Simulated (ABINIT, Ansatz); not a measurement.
# ZnWO4 (P2/c): G0W0 on several meshes in ABINIT

Wanted: mesh dependence and cost of G0W0 for ZnWO4 (P2/c).

Program: ABINIT 10.8.3. Level of theory: LDA and many-body steps on it, plane waves. Results are calculated unless marked as measured.

### Step 1. The starting structure

The structure is monoclinic, space group P2/c (No. 13). The conventional cell has a = 4.699 Å, b = 5.729 Å, c = 4.937 Å, α = 90.00°, β = 90.61°, γ = 90.00°. Nearest to Zn lie 6 O at 2.03 to 2.23 Å. W has 6 O at 1.80 to 2.14 Å nearest. Nearest to O lie 2 W at 1.92 to 2.14 Å and 1 Zn at 2.03 Å. Nearest to O lie 1 W at 1.80 Å and 2 Zn at 2.09 to 2.23 Å. Farther neighbours and most contacts between anions are not listed.

The cell and positions come from the Crystallography Open Database and are kept as given unless a step says otherwise. Spin-orbit coupling is left out unless a step names it.

### Step 2. Empty states on the mesh, 4×2×2 mesh, 498 bands

This step: ABINIT 10.8.3; DFT, LDA, plane waves, norm-conserving pseudopotentials.

The sums over transitions need many empty states on a uniform mesh; this step solves for them.

The input, run.abi:

```
acell 3*1.0 Angstrom
rprim 
  4.698600000000 0.000000000000 0.000000000000
  0.000000000000 5.729300000000 0.000000000000
  -0.052988409000 0.000000000000 4.936415614400
ntypat 3
znucl 30 74 8
natom 12
typat 1 1 2 2 3 3 3 3 3 3 3 3
xred 
  0.500000000000 0.684000000000 0.250000000000
  0.500000000000 0.316000000000 0.750000000000
  0.000000000000 0.182580000000 0.250000000000
  0.000000000000 0.817420000000 0.750000000000
  0.216900000000 0.105100000000 0.936300000000
  0.783100000000 0.105100000000 0.563700000000
  0.783100000000 0.894900000000 0.063700000000
  0.216900000000 0.894900000000 0.436300000000
  0.256500000000 0.377700000000 0.399600000000
  0.743500000000 0.377700000000 0.100400000000
  0.743500000000 0.622300000000 0.600400000000
  0.256500000000 0.622300000000 0.899600000000
pp_dirpath "pseudos"
pseudos "Zn.upf, W.upf, O.upf"
ecut 36
ngkpt 4 2 2
nshiftk 1
shiftk 0 0 0
kptopt 1
chksymbreak 0
iscf -2
irdden 1
istwfk *1
nband 498
nbdbuf 44
tolwfr 1e-09
nstep 60
prtvol 0
indata_prefix "in"
outdata_prefix "out"
tmpdata_prefix "tmp"
```

Command:

```console
> OMP_NUM_THREADS=1 mpirun -n 12 abinit run.abi > log
```

Numbers of over 12 decimals in the logs are rounded to 6 here.

The program printed:

```text
.Version 10.8.3 of ABINIT. v10.8.2 released Aug 2026.

 Symmetries : space group P2/c (# 13); Bravais mP (primitive monocl.)
[... echo of the input left out ...]
== DATASET  1 ==================================================================
-   mpi_nproc: 12, omp_nthreads: 1 (-1 if OMP is not activated)

--- !DatasetInfo
iteration_state: {dtset: 1, }
dimensions: {natom: 12, nkpt: 12, mband: 498, nsppol: 1, nspinor: 1, nspden: 1, mpw: 9270, }
cutoff_energies: {ecut:  36.0, pawecutdg:  -1.0, }
[...]
4.46982    4.47514    4.49373    4.49545    4.49667    4.49674    4.50793    4.52319
   4.52583    4.53361    4.54239    4.54423    4.54515    4.55724    4.56365    4.57541
   4.57930    4.58642
 prteigrs : prtvol=0 or 1, do not print more k-points.

== END DATASET(S) ==============================================================
================================================================================

 -outvars: echo values of variables after computation  --------
            nband         498
             nkpt          12
          spgroup          13
 [... the other variables as echoed above ...]

 Calculation completed.
```

The job ended after 16 min (12 MPI ranks of Arm Neoverse N1, shared host; peak memory 2 GiB; 3.3 h of CPU time).

This step gave:

- gap: 2.885 eV
- k of the valence top: 0, 0.5, 0
- k of the conduction bottom: 0, 0.5, 0
- least direct gap: 2.885 eV
- k points computed: 12
- lowest point of the top converged band, above the valence top: 110.8532 eV

On this mesh the gap is 2.885 eV.

The density comes from a self-consistent run that is not shown.

### Step 3. Screening, 4×2×2 mesh, 219 bands, screening to 141.5 eV

The RPA dielectric matrix is built and inverted for each q.

This step: RPA screening on LDA, plane waves, norm-conserving pseudopotentials.

Changes to run.abi since step 2:

```diff
@@ -30,10 +30,11 @@
 chksymbreak 0
-iscf -2
-irdden 1
 istwfk *1
-nband 498
-nbdbuf 44
-tolwfr 1e-09
-nstep 60
-prtvol 0
+occopt 1
+irdwfk 1
+optdriver 3
+nband 219
+ecuteps 5.2
+inclvkb 2
+awtr 1
+symchi 1
 indata_prefix "in"
```

Command:

```console
> OMP_NUM_THREADS=1 mpirun -n 16 abinit run.abi > log
```

The program printed:

```text
.Version 10.8.3 of ABINIT. v10.8.2 released Aug 2026.

 Symmetries : space group P2/c (# 13); Bravais mP (primitive monocl.)
[... echo of the input left out ...]
== DATASET  1 ==================================================================
-   mpi_nproc: 16, omp_nthreads: 1 (-1 if OMP is not activated)

--- !DatasetInfo
iteration_state: {dtset: 1, }
dimensions: {natom: 12, nkpt: 12, mband: 219, nsppol: 1, nspinor: 1, nspden: 1, mpw: 9270, }
cutoff_energies: {ecut:  36.0, pawecutdg:  -1.0, }
electrons: {nelect:   1.16000000E+02, charge:   0.00000000E+00, occopt:   1.00000000E+00, tsmear:   1.00000000E-02, }

 SCREENING: Calculation of the susceptibility and dielectric matrices

 Based on a program developped by R.W. Godby, V. Olevano, G. Onida, and L. Reining.
 Incorporated in ABINIT by V. Olevano, G.-M. Rignanese, and M. Torrent.
.Using double precision arithmetic ; gwpc =  8

[... cell and pseudopotentials left out ...]
--------------------------------------------------------------------------------

 ==== K-mesh for the wavefunctions ====
 Number of points in the irreducible wedge :    12
[... list of points left out ...]
 Together with  4 symmetry operations and time-reversal symmetry
 yields    16 points in the full Brillouin Zone.

 ==== Q-mesh for the screening function ====
 Number of points in the irreducible wedge :    12
[... list of points left out ...]
 Together with  4 symmetry operations and time-reversal symmetry
 yields    16 points in the full Brillouin Zone.

 setmesh: FFT mesh size selected  =    36x   45x   36
          total number of points  =        58320

 vcoul_init : cutoff-mode = AUXILIARY_FUNCTION
 q-points for optical limit:   1
     1)      0.000010    0.000020    0.000030

- screening: taking advantage of time-reversal symmetry
- Maximum band index for partially occupied states nbvw = 58
- Remaining bands to be divided among processors   nbcw = 161
- Number of bands treated by each node ~10

 Number of electrons calculated from density =  116.0000; Expected =  116.0000
 average of density, n =  0.129354
 r_s =    1.2266
 omega_plasma =   34.6933 [eV]

 calculating chi0 at frequencies [eV] :
  1    0.000000E+00    0.000000E+00
  2    0.000000E+00    3.469328E+01

--------------------------------------------------------------------------------
  q-point number  1        q = ( 0.000000, 0.000000, 0.000000) [r.l.u.]
--------------------------------------------------------------------------------
[... chi0 elements left out ...]
 For q-point:  0.000010 0.000020 0.000030
  dielectric constant =   5.5298
  dielectric constant without local fields =   6.3313

  Average fulfillment of the sum rule on Im[epsilon] for q-point    1 :     49.10  [%]
[... wings left out ...]
  q-point number  2        q = ( 0.250000, 0.000000, 0.000000) [r.l.u.]
--------------------------------------------------------------------------------
[... chi0 elements left out ...]
  Average fulfillment of the sum rule on Im[epsilon] for q-point    2 :     57.28  [%]

 [... 10 further q-points ...]
```

Run time: 12 min. Hardware: 16 MPI ranks; peak memory 18 GiB.

This step gave:

```
ε∞ with local fields, on this mesh, along the program's q direction : 5.530
the same without local fields                                       : 6.331
plasma frequency                                                    : 34.69 eV
plane waves in the screening matrix                                 : 519
```

Local fields lower ε∞ by 13 %. On a Γ-centred mesh this coarse the value itself is usually too large, while a short band sum pulls it down.

### Step 4. 4×2×2

The self-energy is evaluated for the states that the input lists, and the levels follow from it, in one-shot runs by the linearised quasiparticle equation.

This step: G0W0 on LDA, plane waves, norm-conserving pseudopotentials.

Changes to run.abi since step 3:

```diff
@@ -33,8 +33,17 @@
 irdwfk 1
-optdriver 3
+optdriver 4
 nband 219
+gwcalctyp 0
+ecutsigx 36
+symsigma 1
+nkptgw 2
+kptgw 
+  0.0000000000 0.5000000000 0.0000000000
+  0.0000000000 0.0000000000 0.0000000000
+bdgw 
+  57 60
+  57 60
 ecuteps 5.2
-inclvkb 2
-awtr 1
-symchi 1
+irdscr 1
+ppmodel 1
 indata_prefix "in"
```

The program printed:

```text
.Version 10.8.3 of ABINIT. v10.8.2 released Aug 2026.

 Symmetries : space group P2/c (# 13); Bravais mP (primitive monocl.)
[... echo of the input left out ...]
== DATASET  1 ==================================================================
-   mpi_nproc: 16, omp_nthreads: 1 (-1 if OMP is not activated)

--- !DatasetInfo
iteration_state: {dtset: 1, }
dimensions: {natom: 12, nkpt: 12, mband: 219, nsppol: 1, nspinor: 1, nspden: 1, mpw: 9270, }
cutoff_energies: {ecut:  36.0, pawecutdg:  -1.0, }
electrons: {nelect:   1.16000000E+02, charge:   0.00000000E+00, occopt:   1.00000000E+00, tsmear:   1.00000000E-02, }

 SIGMA: Calculation of the GW corrections

 Based on a program developped by R.W. Godby, V. Olevano, G. Onida, and L. Reining.
 Incorporated in ABINIT by V. Olevano, G.-M. Rignanese, and M. Torrent.
.Using double precision arithmetic ; gwpc =  8

[... cell and pseudopotentials left out ...]
--------------------------------------------------------------------------------

 ==== K-mesh for the wavefunctions ====
 Number of points in the irreducible wedge :    12
[... list of points left out ...]
 Together with  4 symmetry operations and time-reversal symmetry
 yields    16 points in the full Brillouin Zone.

 ==== Q-mesh for screening function ====
 Number of points in the irreducible wedge :    12
[... list of points left out ...]
 Together with  4 symmetry operations and time-reversal symmetry
 yields    16 points in the full Brillouin Zone.

 vcoul_init : cutoff-mode = AUXILIARY_FUNCTION
 q-points for optical limit:   1
     1)      0.000010    0.000020    0.000030
 setmesh: FFT mesh size selected  =    48x   60x   54
          total number of points  =       155520

 Number of electrons calculated from density =  116.0000; Expected =  116.0000
 average of density, n =  0.129354
 r_s =    1.2266
 omega_plasma =   34.6933 [eV]

 === KS Band Gaps ===
  >>>> For spin  1
   Minimum direct gap =   2.8848 [eV], located at k-point      :   0.0000  0.5000  0.0000
   Fundamental gap    =   2.8848 [eV], Top of valence bands at :   0.0000  0.5000  0.0000
                                       Bottom of conduction at :   0.0000  0.5000  0.0000
 SIGMA fundamental parameters:
 PLASMON POLE MODEL  1
 number of plane-waves for SigmaX                 9239
 number of plane-waves for SigmaC and W            519
 number of plane-waves for wavefunctions          9239
 number of bands                                   219
 number of independent spin polarizations            1
 number of spinorial components                      1
 number of k-points in IBZ                          12
 number of q-points in IBZ                          12
 number of symmetry operations                       4
 number of k-points in BZ                           16
 number of q-points in BZ                           16
 number of frequencies for dSigma/dE                 9
 frequency step for dSigma/dE [eV]                0.25
 number of omega for Sigma on real axis              0
 max omega for Sigma on real axis  [eV]           0.00
 zcut for avoiding poles [eV]                     0.10

 EPSILON^-1 parameters (SCR file):
 dimension of the eps^-1 matrix on file            519
 dimension of the eps^-1 matrix used               519
 number of plane-waves for wavefunctions          9239
 number of bands                                   219
 number of q-points in IBZ                          12
 number of frequencies                               2
 number of real frequencies                          1
 number of imag frequencies                          1

 matrix elements of self-energy operator (all in [eV])

 Perturbative Calculation

--- !SelfEnergy_ee
iteration_state: {dtset: 1, }
kpoint     : [   0.000,    0.500,    0.000, ]
spin       : 1
KS_gap     :    2.885
QP_gap     :    4.684
Delta_QP_KS:    1.799
data: !SigmaeeData |
     Band     E0 <VxcDFT>   SigX SigC(E0)      Z dSigC/dE  Sig(E)    E-E0       E
       57   4.742 -19.653 -24.537   4.768   0.781  -0.280 -19.743  -0.090   4.652
       58   5.227 -21.858 -26.921   4.908   0.787  -0.270 -21.979  -0.121   5.106
       59   8.112 -17.481 -11.845  -3.604   0.825  -0.212 -15.804   1.678   9.789
       60   9.036 -18.313 -12.545  -3.528   0.817  -0.224 -16.483   1.831  10.867

--- !SelfEnergy_ee
iteration_state: {dtset: 1, }
kpoint     : [   0.000,    0.000,    0.000, ]
spin       : 1
KS_gap     :    3.593
QP_gap     :    5.360
Delta_QP_KS:    1.767
data: !SigmaeeData |
     Band     E0 <VxcDFT>   SigX SigC(E0)      Z dSigC/dE  Sig(E)    E-E0       E
       57   4.970 -19.937 -24.981   4.938   0.780  -0.281 -20.020  -0.083   4.887
       58   4.982 -20.586 -25.499   4.813   0.785  -0.274 -20.665  -0.078   4.903
       59   8.574 -17.732 -12.542  -3.128   0.819  -0.221 -16.043   1.689  10.263
       60   9.029 -18.251 -12.596  -3.490   0.817  -0.224 -16.482   1.769  10.798

== END DATASET(S) ==============================================================
================================================================================

 -outvars: echo values of variables after computation  --------
           etotal      0.0000000000E+00
            nband         219
             nkpt          12
          spgroup          13
 [... the other variables as echoed above ...]

 Calculation completed.
```

Wall time 40 s (16 MPI ranks); peak memory 7.3 GiB.

This step gave:

* G0W0 gap on the points computed: 4.683 eV
* starting gap on the mesh: 2.885 eV
* k of the valence top: 0, 0.5, 0
* k of the conduction bottom: 0, 0.5, 0
* Z at the valence top: 0.787
* Z at the conduction bottom: 0.825
* least direct G0W0 gap on the computed points: 4.683 eV

The gap on the mesh goes from 2.88 eV to 4.68 eV, a correction of +1.80 eV.

### Step 5. Empty states on the mesh, 2×2×2 mesh, 239 bands

This step: DFT, LDA, plane waves, norm-conserving pseudopotentials.

Changes to run.abi since step 4:

```diff
@@ -25,3 +25,3 @@
 ecut 36
-ngkpt 4 2 2
+ngkpt 2 2 2
 nshiftk 1
@@ -30,20 +30,10 @@
 chksymbreak 0
+iscf -2
+irdden 1
 istwfk *1
-occopt 1
-irdwfk 1
-optdriver 4
-nband 219
-gwcalctyp 0
-ecutsigx 36
-symsigma 1
-nkptgw 2
-kptgw 
-  0.0000000000 0.5000000000 0.0000000000
-  0.0000000000 0.0000000000 0.0000000000
-bdgw 
-  57 60
-  57 60
-ecuteps 5.2
-irdscr 1
-ppmodel 1
+nband 239
+nbdbuf 20
+tolwfr 1e-09
+nstep 60
+prtvol 0
 indata_prefix "in"
```

Command:

```console
> OMP_NUM_THREADS=2 mpirun -n 8 abinit run.abi > log
```

The program printed:

```text
.Version 10.8.3 of ABINIT. v10.8.2 released Aug 2026.

 Symmetries : space group P2/c (# 13); Bravais mP (primitive monocl.)
[... echo of the input left out ...]
== DATASET  1 ==================================================================
-   mpi_nproc: 8, omp_nthreads: 2 (-1 if OMP is not activated)

--- !DatasetInfo
iteration_state: {dtset: 1, }
dimensions: {natom: 12, nkpt: 8, mband: 239, nsppol: 1, nspinor: 1, nspden: 1, mpw: 9268, }
cutoff_energies: {ecut:  36.0, pawecutdg:  -1.0, }
[...]
2.37018    2.37509    2.38578    2.39202    2.39970    2.40526    2.40557    2.44429
   2.45364    2.45486    2.45527    2.46088    2.47163    2.47239    2.49275    2.49745
   2.50819    2.50857    2.53313    2.53823    2.54488    2.55576    2.56276
 prteigrs : prtvol=0 or 1, do not print more k-points.

== END DATASET(S) ==============================================================
================================================================================

 -outvars: echo values of variables after computation  --------
            nband         239
             nkpt           8
          spgroup          13
 [... the other variables as echoed above ...]

 Calculation completed.
```

Elapsed: 2.5 min, on 8 MPI ranks; peak memory 0.93 GiB; 31 min of CPU time.

Numbers from this step:

| Item | Value |
| --- | --- |
| gap | 2.885 eV |
| k of the valence top | 0, 0.5, 0 |
| k of the conduction bottom | 0, 0.5, 0 |
| least direct gap | 2.885 eV |
| k points computed | 8 |
| lowest point of the top converged band, above the valence top | 59.2329 eV |

On this mesh the gap is 2.885 eV.

### Step 6. Screening, 2×2×2 mesh, 219 bands, screening to 141.5 eV

This step: RPA screening on LDA, plane waves, norm-conserving pseudopotentials.

Changes to run.abi since step 5:

```diff
@@ -30,10 +30,11 @@
 chksymbreak 0
-iscf -2
-irdden 1
 istwfk *1
-nband 239
-nbdbuf 20
-tolwfr 1e-09
-nstep 60
-prtvol 0
+occopt 1
+irdwfk 1
+optdriver 3
+nband 219
+ecuteps 5.2
+inclvkb 2
+awtr 1
+symchi 1
 indata_prefix "in"
```

Command:

```console
> OMP_NUM_THREADS=1 mpirun -n 16 abinit run.abi > log
```

The program printed:

```text
.Version 10.8.3 of ABINIT. v10.8.2 released Aug 2026.

 Symmetries : space group P2/c (# 13); Bravais mP (primitive monocl.)
[... echo of the input left out ...]
== DATASET  1 ==================================================================
-   mpi_nproc: 16, omp_nthreads: 1 (-1 if OMP is not activated)

--- !DatasetInfo
iteration_state: {dtset: 1, }
dimensions: {natom: 12, nkpt: 8, mband: 219, nsppol: 1, nspinor: 1, nspden: 1, mpw: 9268, }
cutoff_energies: {ecut:  36.0, pawecutdg:  -1.0, }
electrons: {nelect:   1.16000000E+02, charge:   0.00000000E+00, occopt:   1.00000000E+00, tsmear:   1.00000000E-02, }

 SCREENING: Calculation of the susceptibility and dielectric matrices

 Based on a program developped by R.W. Godby, V. Olevano, G. Onida, and L. Reining.
 Incorporated in ABINIT by V. Olevano, G.-M. Rignanese, and M. Torrent.
.Using double precision arithmetic ; gwpc =  8

[... cell and pseudopotentials left out ...]
--------------------------------------------------------------------------------

 ==== K-mesh for the wavefunctions ====
 Number of points in the irreducible wedge :     8
[... list of points left out ...]
 Together with  4 symmetry operations and time-reversal symmetry
 yields     8 points in the full Brillouin Zone.

 ==== Q-mesh for the screening function ====
 Number of points in the irreducible wedge :     8
[... list of points left out ...]
 Together with  4 symmetry operations and time-reversal symmetry
 yields     8 points in the full Brillouin Zone.

 setmesh: FFT mesh size selected  =    36x   45x   36
          total number of points  =        58320

 vcoul_init : cutoff-mode = AUXILIARY_FUNCTION
 q-points for optical limit:   1
     1)      0.000010    0.000020    0.000030

- screening: taking advantage of time-reversal symmetry
- Maximum band index for partially occupied states nbvw = 58
- Remaining bands to be divided among processors   nbcw = 161
- Number of bands treated by each node ~10

 Number of electrons calculated from density =  116.0000; Expected =  116.0000
 average of density, n =  0.129354
 r_s =    1.2266
 omega_plasma =   34.6933 [eV]

 calculating chi0 at frequencies [eV] :
  1    0.000000E+00    0.000000E+00
  2    0.000000E+00    3.469328E+01

--------------------------------------------------------------------------------
  q-point number  1        q = ( 0.000000, 0.000000, 0.000000) [r.l.u.]
--------------------------------------------------------------------------------
[... chi0 elements left out ...]
 For q-point:  0.000010 0.000020 0.000030
  dielectric constant =   5.5581
  dielectric constant without local fields =   6.3593

  Average fulfillment of the sum rule on Im[epsilon] for q-point    1 :     49.09  [%]
[... wings left out ...]
  q-point number  2        q = ( 0.500000, 0.000000, 0.000000) [r.l.u.]
--------------------------------------------------------------------------------
[... chi0 elements left out ...]
  Average fulfillment of the sum rule on Im[epsilon] for q-point    2 :     53.36  [%]

 [... 6 further q-points ...]
```

Wall time 4.5 min (16 MPI ranks); peak memory 13 GiB.

Numbers from this step:

```yaml
eps_infinity_with_local_fields_on_this_mesh_along_the_program_s_q_direction: 5.558
the_same_without_local_fields: 6.359
plasma_frequency: 34.69 eV
plane_waves_in_the_screening_matrix: 519
```

(Continued in part 2 of 2.)

[Paths, hosts, dates, memory and timing lines, banners, echoed tables and standing remarks are left out of the program output.]

[Logs are printed without paths, hosts, clocks, repeated set-up lines and the standing remarks that a program may print on its own settings, such as how far it seeks lower states.]

[Runs of the session that timed out or met a known fault of the program may be left out.]

[No measured gap is set beside runs whose start may be inverted or whose files or cutoffs have a known fault.]

[Hosts, paths, dates, database ids (printed as entryN), source tags and the programs' standing remarks are cut or masked in the printed files.]

[G0W0 gaps are taken among the corrected bands and points alone; a level outside them can change the order at an edge.]

[Where Ansatz stands beside ABINIT at settings called matched, ABINIT's density can come from a denser mesh and the files from another edition; pairs whose starting gaps differed by over 0.03 eV were left out, so agreement reads better than it is.]
